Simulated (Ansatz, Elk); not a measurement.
# MnSn3S4: X-ray structure factors from the self-consistent density

The structure of MnSn3S4 used here is made up (a known structure type with other elements) and was relaxed beforehand with PBE. The aim is the Fourier transform of its all-electron density, F(hkl), set beside the sum over free spherical atoms that refinements use.

Calculated with Elk 11.2.3 (patched build); DFT, PBE, all-electron APW+lo, Dirac cores, scalar-relativistic bands, static density, ferromagnetic start.

The structure was built from a prototype and need not be the compound's stable phase.

## Step 1: The structure

The structure is cubic, space group P-43m (No. 215). The conventional cell has a = 6.248 Å, b = 6.248 Å, c = 6.248 Å, α = 90.00°, β = 90.00°, γ = 90.00°. Nearest to Sn lie 4 S at 2.82 Å. Mn has 4 S at 2.41 Å nearest. S has 1 Mn at 2.41 Å and 3 Sn at 2.82 Å nearest. Farther neighbours and most contacts between anions are not listed.

## Step 2: Ground state and structure factors

An all-electron density is needed, since X-rays see the cores too. Task 0 finds the density and task 195 Fourier-transforms it; tshift is off so that phases refer to the origin typed.

The input, elk.in:

```
tasks
  0
  195
  196

xctype
  20

spinpol
  .true.

rgkmax
  7.0

gmaxvr
  14.0

lmaxo
  7

lmaxapw
  8

swidth
  0.002

tshift
  .false.

ramdisk
  .false.

hmaxvr
  5.5

maxscl
  120

epspot
  1e-06

reducebf
  0.8

sppath
  './'

avec
  11.80672723704 -0.00000000000 0.00000000000
  -0.00000000000 11.80672723704 -0.00000000000
  -0.00000000000 -0.00000000000 11.80672723704

atoms
  3
  'Sn.in'
  3
  0.5000000000 0.5000000000 -0.0000000000   0.000000 0.000000 0.000000
  0.5000000000 0.0000000000 0.5000000000   0.000000 0.000000 0.000000
  0.0000000000 0.5000000000 0.5000000000   0.000000 0.000000 0.000000
  'Mn.in'
  1
  0.0000000000 0.0000000000 -0.0000000000   0.000000 0.000000 -0.195000
  'S.in'
  4
  0.7770856488 0.2229143512 0.7770856488   0.000000 0.000000 0.000000
  0.2229143512 0.7770856488 0.7770856488   0.000000 0.000000 0.000000
  0.7770856488 0.7770856488 0.2229143512   0.000000 0.000000 0.000000
  0.2229143512 0.2229143512 0.2229143512   0.000000 0.000000 0.000000

ngridk
  3 3 3
```

Run with:

```console
$ OMP_NUM_THREADS=4 elk
```

Numbers of over 12 decimals in the logs are rounded to 6 here.

Output:

```text
┌─────────────────────────┐
│ Elk code version 11.2.3 │
└─────────────────────────┘

All units are atomic (Hartree, Bohr, etc.)

┌─────────────────────────────────────────────────┐
│ Ground-state run starting from atomic densities │
└─────────────────────────────────────────────────┘

Lattice vectors :
   11.80672724      -0.000000000       0.000000000
  -0.000000000       11.80672724      -0.000000000
  -0.000000000      -0.000000000       11.80672724

Reciprocal lattice vectors :
  0.5321699385       0.000000000       0.000000000
   0.000000000      0.5321699385       0.000000000
   0.000000000       0.000000000      0.5321699385

Unit cell volume      :    1645.843704
Brillouin zone volume :   0.1507131041

Muffin-tin inner radius fraction :   0.1000000000E-01

Nuclei treated as point charges

Species : 1 (Sn)
 parameters loaded from : Sn.in
 name : tin
 nuclear charge    :   -50.00000000
 electronic charge :    50.00000000
 atomic mass :    216395.0922
 muffin-tin radius :    2.600000000
 number of radial points in muffin-tin :   1193
 inner part over the whole radius :   0.9914297220E-02
 number on inner part of muffin-tin    :    850
 approximate nuclear radius :   0.8828114845E-04
 number of mesh points to nuclear radius :    428
 atomic positions (lattice), magnetic fields (Cartesian) :
  1 :   0.50000000  0.50000000  0.00000000    0.00000000  0.00000000  0.00000000
  2 :   0.50000000  0.00000000  0.50000000    0.00000000  0.00000000  0.00000000
  3 :   0.00000000  0.50000000  0.50000000    0.00000000  0.00000000  0.00000000

Species : 2 (Mn)
 parameters loaded from : Mn.in
 name : manganese
 nuclear charge    :   -25.00000000
 electronic charge :    25.00000000
 atomic mass :    100145.9370
 muffin-tin radius :    2.352294974
 number of radial points in muffin-tin :    993
 inner part over the whole radius :   0.9856822809E-02
 number on inner part of muffin-tin    :    699
 approximate nuclear radius :   0.7074591925E-04
 number of mesh points to nuclear radius :    330
 atomic positions (lattice), magnetic fields (Cartesian) :
  1 :   0.00000000  0.00000000  0.00000000    0.00000000  0.00000000 -0.19500000

Species : 3 (S)
 parameters loaded from : S.in
 name : sulphur
 nuclear charge    :   -16.00000000
 electronic charge :    16.00000000
 atomic mass :    58450.91931
 muffin-tin radius :    2.156270393
 number of radial points in muffin-tin :    793
 inner part over the whole radius :   0.9950661932E-02
 number on inner part of muffin-tin    :    554
 approximate nuclear radius :   0.6195814986E-04
 number of mesh points to nuclear radius :    251
 atomic positions (lattice), magnetic fields (Cartesian) :
  1 :   0.77708565  0.22291435  0.77708565    0.00000000  0.00000000  0.00000000
  2 :   0.22291435  0.77708565  0.77708565    0.00000000  0.00000000  0.00000000
  3 :   0.77708565  0.77708565  0.22291435    0.00000000  0.00000000  0.00000000
  4 :   0.22291435  0.22291435  0.22291435    0.00000000  0.00000000  0.00000000

Total number of atoms per unit cell :    8
Total muffin-tin volume :    443.3678115
 ratio of muffin-tin to unit cell volume :   0.2693863400

Spin treatment :
 spin-polarised
 global magnetic field (Cartesian) :    0.000000000       0.000000000       0.000000000
 collinear magnetisation in z-direction

Number of Bravais lattice symmetries :   48
Number of crystal symmetries         :   24
Crystal has no inversion symmetry
Complex Hermitian eigensolver will be used

k-point grid :      3     3     3
k-point offset :    0.000000000       0.000000000       0.000000000
k-point set is reduced with full crystal symmetry group
Total number of k-points :        5

Muffin-tin radius times maximum |G+k| :    7.000000000
 using average radius
Maximum |G+k| for APW functions       :    2.982312245
Maximum (1/2)|G+k|²                   :    4.447093163
Maximum |G| for potential and density :    14.00000000
Constant for pseudocharge density :    9
 order of it for each species :   16  16  16
[...]
Absolute change in total energy (target)   :   0.1998899485     (  0.1000000000E-03)

[... loops 3 to 32 left out ...]

┌──────────────────┐
│ Loop number : 33 │
└──────────────────┘

Energies :
 Fermi                       :     0.130377
 sum of occupied eigenvalues :     -12784.960576933
 electron kinetic            :      22291.818520595
 core electron kinetic       :      21409.177977848
 Coulomb                     :     -42933.758157628
 Coulomb potential           :     -34229.112483493
 nuclear-nuclear             :     -1940.4953402780
 electron-nuclear            :     -47788.506382866
 Hartree                     :      6795.2435655156
 Madelung                    :     -25819.201915882
 xc potential                :     -847.34798881927
 xc effective B-field        :    -0.318620
 external B-field            :      0.000000
 exchange                    :     -639.16791611959
 correlation                 :     -11.645074270216
 electron entropic           :    -0.44560390891646E-04
 total energy                :     -21292.752671984
 (external B-field energy excluded from total)

Density of states at Fermi energy :    1.660764300
 (states/Hartree/unit cell)

Estimated indirect band gap :   0.2100214881E-01
 from k-point 3 to k-point 1
Estimated direct band gap   :   0.2911831830E-01
 at k-point 3

Charges :
 core                        :    140.0000000
 valence                     :    99.00000000
 interstitial                :    14.24016833
 muffin-tins (core leakage)
  species : 1 (Sn)
[...]
species : 2 (Mn)
[...]
species : 3 (S)
[...]
total in muffin-tins        :    224.7598317
 total calculated charge     :    238.9988513
 total charge                :    239.0000000
 error                       :   0.1148680957E-02

Moments :
 interstitial                :   0.5798086004
 muffin-tins
  species : 1 (Sn)
[...]
species : 2 (Mn)
[...]
species : 3 (S)
[...]
total in muffin-tins        :    4.419679588
 total moment                :    4.999488188

RMS change in Kohn-Sham potential (target) :   0.6351850349E-06 (  0.1000000000E-05)
Absolute change in total energy (target)   :   0.1727338531E-04 (  0.1000000000E-03)

Convergence targets achieved

┌──────────────────┐
│ Loop number : 34 │
└──────────────────┘

Energies :
 Fermi                       :     0.130377
 sum of occupied eigenvalues :     -12784.960578140
 electron kinetic            :      22291.818530100
 core electron kinetic       :      21409.177986450
 Coulomb                     :     -42933.758163244
 Coulomb potential           :     -34229.112481532
 nuclear-nuclear             :     -1940.4953402780
 electron-nuclear            :     -47788.506396531
 Hartree                     :      6795.2435735644
 Madelung                    :     -25819.201922478
 xc potential                :     -847.34800934453
 xc effective B-field        :    -0.318619
 external B-field            :      0.000000
 exchange                    :     -639.16791615536
 correlation                 :     -11.645074358400
 electron entropic           :    -0.44562875542969E-04
 total energy                :     -21292.752668221
 (external B-field energy excluded from total)

Density of states at Fermi energy :    1.660869578
 (states/Hartree/unit cell)

Estimated indirect band gap :   0.2100188976E-01
 from k-point 3 to k-point 1
Estimated direct band gap   :   0.2911773778E-01
 at k-point 3

Charges :
 core                        :    140.0000000
 valence                     :    99.00000000
 interstitial                :    14.24016813
 muffin-tins (core leakage)
  species : 1 (Sn)
[...]
species : 2 (Mn)
[...]
species : 3 (S)
[...]
atom 2                    :    14.35458954     (  0.9323891511E-04)
   atom 3                    :    14.35458954     (  0.9323891511E-04)
   atom 4                    :    14.35458954     (  0.9323891511E-04)
 total in muffin-tins        :    224.7598319
 total calculated charge     :    238.9988513
 total charge                :    239.0000000
 error                       :   0.1148681049E-02

Moments :
 interstitial                :   0.5798151522
 muffin-tins
  species : 1 (Sn)
[...]
species : 2 (Mn)
[...]
species : 3 (S)
[...]
atom 2                    :   0.5003418155E-01
   atom 3                    :   0.5003418155E-01
   atom 4                    :   0.5003418155E-01
 total in muffin-tins        :    4.419672995
 total moment                :    4.999488147

┌──────────────────────────────┐
│ Self-consistent loop stopped │
└──────────────────────────────┘

Wrote STATE.OUT
```

Elapsed: 6.7 min, on 4 threads of Arm Neoverse V2, shared host; peak memory 0.72 GiB; 16 min of CPU time.

SFACRHO.OUT:

```text

h k l indices transformed by vhmat matrix:
   1.000000000       0.000000000       0.000000000    
   0.000000000       1.000000000       0.000000000    
   0.000000000       0.000000000       1.000000000    

      h      k      l  multipl.   |H|            Re(F)            Im(F)           |F|

      0      0      0      1   0.0000000       239.00000     -0.11993369E-15   239.00000    
      0      0     -1      6  0.53216994      -13.822423     -0.19985586E-13   13.822423    
     -1      0     -1     12  0.75260194      -21.777352      0.42826256E-14   21.777352    
     -1      1      1      4  0.92174537       153.51854       50.617030       161.64785    
      1      1      1      4  0.92174537       153.51854      -50.617030       161.64785    
      0      0     -2      6   1.0643399       101.71490      0.21413128E-13   101.71490    
      2      0      1     24   1.1899682      -29.348698      0.99927930E-14   29.348698    
     -1     -1      2     12   1.3035448      -22.619643      -14.585528       26.914418    
     -1     -1     -2     12   1.3035448      -22.619643       14.585528       26.914418    
     -2     -2      0     12   1.5052039       171.66374      0.47822652E-13   171.66374    
      2     -1     -2     12   1.5965098      -14.277559      -4.4560925       14.956786    
     -2     -2     -1     12   1.5965098      -14.277559       4.4560925       14.956786    
      3      0      0      6   1.5965098      -40.123984     -0.12134106E-12   40.123984    
     -3      1      0     24   1.6828691      -23.326464      0.31762806E-13   23.326464    
      1     -3      1     12   1.7650080       126.04841      -32.394023       130.14444    
      1     -3     -1     12   1.7650080       126.04841       32.394023       130.14444    
     -2      2      2      4   1.8434907       93.097818       1.8481102       93.116160    
     -2      2     -2      4   1.8434907       93.097818      -1.8481102       93.116160
```

Elk indexes on the primitive cell of elk.in and gives |H| = 4π sin θ/λ in inverse bohr. Below, one row stands for each form hkl of the conventional cell (m members, Friedel mates merged), F is for one primitive cell and the density is static (no thermal factor). Free-atom factors are Waasmaier and Kirfel's, and R is Σm||F|−|F'||/Σm|F|.

```
hkl   m  sin θ/λ (Å⁻¹)  abs F, DFT  neutral atoms   diff.  abs of complex diff.
100   6          0.080      13.822         14.161  -0.338                 0.338
110  12          0.113      21.777         21.871  -0.094                 0.094
111   8          0.139     161.647        161.260  +0.387                 1.048
200   6          0.160     101.715        102.227  -0.512                 0.512
210  24          0.179      29.349         29.286  +0.063                 0.063
211  24          0.196      26.914         26.877  +0.038                 0.043
220  12          0.226     171.664        171.620  +0.044                 0.044
221  24          0.240      14.957         14.900  +0.056                 0.058
300   6          0.240      40.124         40.137  -0.013                 0.013
310  24          0.253      23.326         23.288  +0.039                 0.039
311  24          0.265     130.144        130.336  -0.192                 0.270
222   8          0.277      93.116         92.937  +0.180                 0.479
320  24          0.288       2.342          2.248  +0.094                 0.094
321  48          0.299      19.234         19.227  +0.008                 0.098
```

## Step 3: The magnetisation density

The same run holds the spin density, and task 196 transforms it. The order is that of the start, and no other was tried.

SFACMAG_1.OUT:

```text

h k l indices transformed by vhmat matrix:
   1.000000000       0.000000000       0.000000000    
   0.000000000       1.000000000       0.000000000    
   0.000000000       0.000000000       1.000000000    

      h      k      l  multipl.   |H|            Re(F)            Im(F)           |F|

      0      0      0      1   0.0000000       4.9994883      0.14293709E-16   4.9994883    
      0      0     -1      6  0.53216994       3.9023036      0.55763354E-16   3.9023036    
     -1      0     -1     12  0.75260194       3.6700421      0.78547912E-16   3.6700421    
     -1      1      1      4  0.92174537       3.4777859      0.12121112       3.4798975    
      1      1      1      4  0.92174537       3.4777859     -0.12121112       3.4798975    
      0      0     -2      6   1.0643399       3.0634829      0.48792935E-17   3.0634829    
      2      0      1     24   1.1899682       2.9508685      0.23699425E-16   2.9508685    
     -1     -1      2     12   1.3035448       2.7359954      0.67925224E-01   2.7368384    
     -1     -1     -2     12   1.3035448       2.7359954     -0.67925224E-01   2.7368384    
     -2     -2      0     12   1.5052039       2.4516439      0.34503575E-16   2.4516439    
      2     -1     -2     12   1.5965098       2.2523234      0.10481814       2.2547611    
     -2     -2     -1     12   1.5965098       2.2523234     -0.10481814       2.2547611    
      3      0      0      6   1.5965098       2.2444287      0.71795318E-16   2.2444287    
     -3      1      0     24   1.6828691       2.1521004     -0.28927240E-16   2.1521004    
      1     -3      1     12   1.7650080       1.9866639     -0.71245671E-01   1.9879410    
      1     -3     -1     12   1.7650080       1.9866639      0.71245671E-01   1.9879410
```

The total moment is 5.00 μB a cell; sphere moments: Sn1 +0.05, Sn2 +0.05, Sn3 +0.05, Mn4 +4.08, S5 +0.05, S6 +0.05, S7 +0.05, S8 +0.05 μB. Polarised neutrons measure spin and orbital magnetisation together; without spin-orbit coupling the run gives the spin part:

```
hkl  sin θ/λ (Å⁻¹)  abs F_M (μB)
100          0.080         3.902
110          0.113         3.670
111          0.139         3.480
200          0.160         3.063
210          0.179         2.951
211          0.196         2.737
220          0.226         2.452
221          0.240         2.255
300          0.240         2.244
310          0.253         2.152
311          0.265         1.988
222          0.277         1.823
320          0.288         1.765
321          0.299         1.655
```

## Step 4: The highest occupied states alone

An energy window below the Fermi level keeps the highest occupied states, to see at which angles they scatter; shallow core shells can lie inside it and anion s states outside. No new self-consistency is needed.

elk.in, as its differences from that of step 2:

```diff
@@ -1,5 +1,3 @@
 tasks
-  0
   195
-  196
 
@@ -44,2 +42,5 @@
 
+wsfac
+  -0.310610 0.430380
+
 sppath
```

Run with:

```console
$ OMP_NUM_THREADS=4 elk
```

Output:

```text
┌─────────────────────────────────┐
│ Elk code version 11.2.3 started │
└─────────────────────────────────┘

Info(readinput): the functional depends on the density's gradient
 muffin-tin radial points multiplied by    2.00000
 (not where nrmtscf is given)

┌────────────────────┐
│ Current task : 195 │
└────────────────────┘
Info(checkmt): changed muffin-tin radius of species 2 (Mn) from   2.4000 to   2.3523
Info(checkmt): changed muffin-tin radius of species 3 (S) from   2.2000 to   2.1563

Info(sfacrho): density structure factors written to SFACRHO.OUT

 Energy window :  -0.3106100000      0.4303800000

┌──────────────────┐
│ Elk code stopped │
└──────────────────┘
```

Elapsed: 33 s, on 4 threads; peak memory 0.38 GiB; 36 s of CPU time.

States within 12 eV below the Fermi level hold 35.00 electrons; any levels below the window count with the cores. Their amplitudes can exceed the total, where window and core parts have opposite phase:

```
hkl  sin θ/λ (Å⁻¹)  abs F, window  abs F, all
100          0.080          5.729      13.822
110          0.113          3.575      21.777
111          0.139         11.750     161.647
200          0.160          1.073     101.715
210          0.179          2.091      29.349
211          0.196          3.163      26.914
220          0.226          5.406     171.664
221          0.240          2.896      14.957
300          0.240          1.505      40.124
310          0.253          2.307      23.326
```

[end of part 1 of 2]

[Logs are printed without paths, hosts, clocks, repeated set-up lines and the standing remarks that a program may print on its own settings, such as how far it seeks lower states.]

[Hosts, paths, dates, database ids (printed as entryN), source tags and the programs' standing remarks are cut or masked in the printed files.]
